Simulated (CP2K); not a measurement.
Two runs for the C K edge of isocyanopyrazine. Run A: CP2K XAS_TDP, all-electron GAPW, PBEh(45%), aug-cc-pVDZ, TDA, no relativity. Run B differs in one setting.

First lines with a strength over 0.0015. A:

```csv
atom,energy (eV),states,"strength, one atom"
C1 (bonded to N),281.27,1,0.0654
,281.71,1,0.0729
,286.17,1,0.0047
,287.37,1,0.0022
,287.57,1,0.0055
C3 (bonded to C and 2 N),282.94,1,0.0502
,284.80,1,0.0024
,287.08,1,0.0045
,287.83,1,0.0030
,288.00,1,0.0060
"C4 (bonded to C, N and H)",281.63,1,0.0537
,283.29,1,0.0016
,285.93,1,0.0143
,286.78,1,0.0016
,286.94,1,0.0046
"C6 (bonded to C, N and H)",281.50,1,0.0514
,283.28,1,0.0030
,285.64,1,0.0133
,286.75,1,0.0029
,286.97,1,0.0075
"C7 (bonded to C, N and H)",281.61,1,0.0527
,283.25,1,0.0032
,285.72,1,0.0136
,286.76,1,0.0030
,287.01,1,0.0079
```

B:

```
                     atom  energy (eV)  states  strength, one atom
         C1 (bonded to N)       281.54       1              0.0654
                                281.99       1              0.0729
                                286.44       1              0.0047
                                287.66       1              0.0022
                                287.85       1              0.0055
 C3 (bonded to C and 2 N)       283.25       1              0.0502
                                285.12       1              0.0024
                                287.40       1              0.0046
                                288.14       1              0.0028
                                288.31       1              0.0059
C4 (bonded to C, N and H)       281.92       1              0.0538
                                283.58       1              0.0015
                                286.22       1              0.0143
                                287.07       1              0.0016
                                287.24       1              0.0045
C6 (bonded to C, N and H)       281.79       1              0.0515
                                283.58       1              0.0030
                                285.94       1              0.0133
                                287.04       1              0.0028
                                287.26       1              0.0075
C7 (bonded to C, N and H)       281.90       1              0.0528
                                283.55       1              0.0032
                                286.02       1              0.0137
                                287.06       1              0.0029
                                287.30       1              0.0079
```

Q: Which was it: GW2X switched on, scalar relativity switched on, the basis, the functional?

Scalar relativity switched on. Relativity shifts all lines of an element by nearly the same amount and keeps their strengths. Against PBEh(45%) in aug-cc-pVDZ, the leading lines move by +0.27 eV (C1, to 281.54), +0.31 eV (C3, to 283.25), +0.29 eV (C4, to 281.92), +0.29 eV (C6, to 281.79) and +0.29 eV (C7, to 281.90).

[Banner, clock and machine lines of the logs are left out without a mark of their own.]

[Logs are printed without paths, hosts, clocks, repeated set-up lines and the standing remarks that a program may print on its own settings, such as how far it seeks lower states.]

[Hosts, paths, dates, database ids (printed as entryN), source tags and the programs' standing remarks are cut or masked in the printed files.]
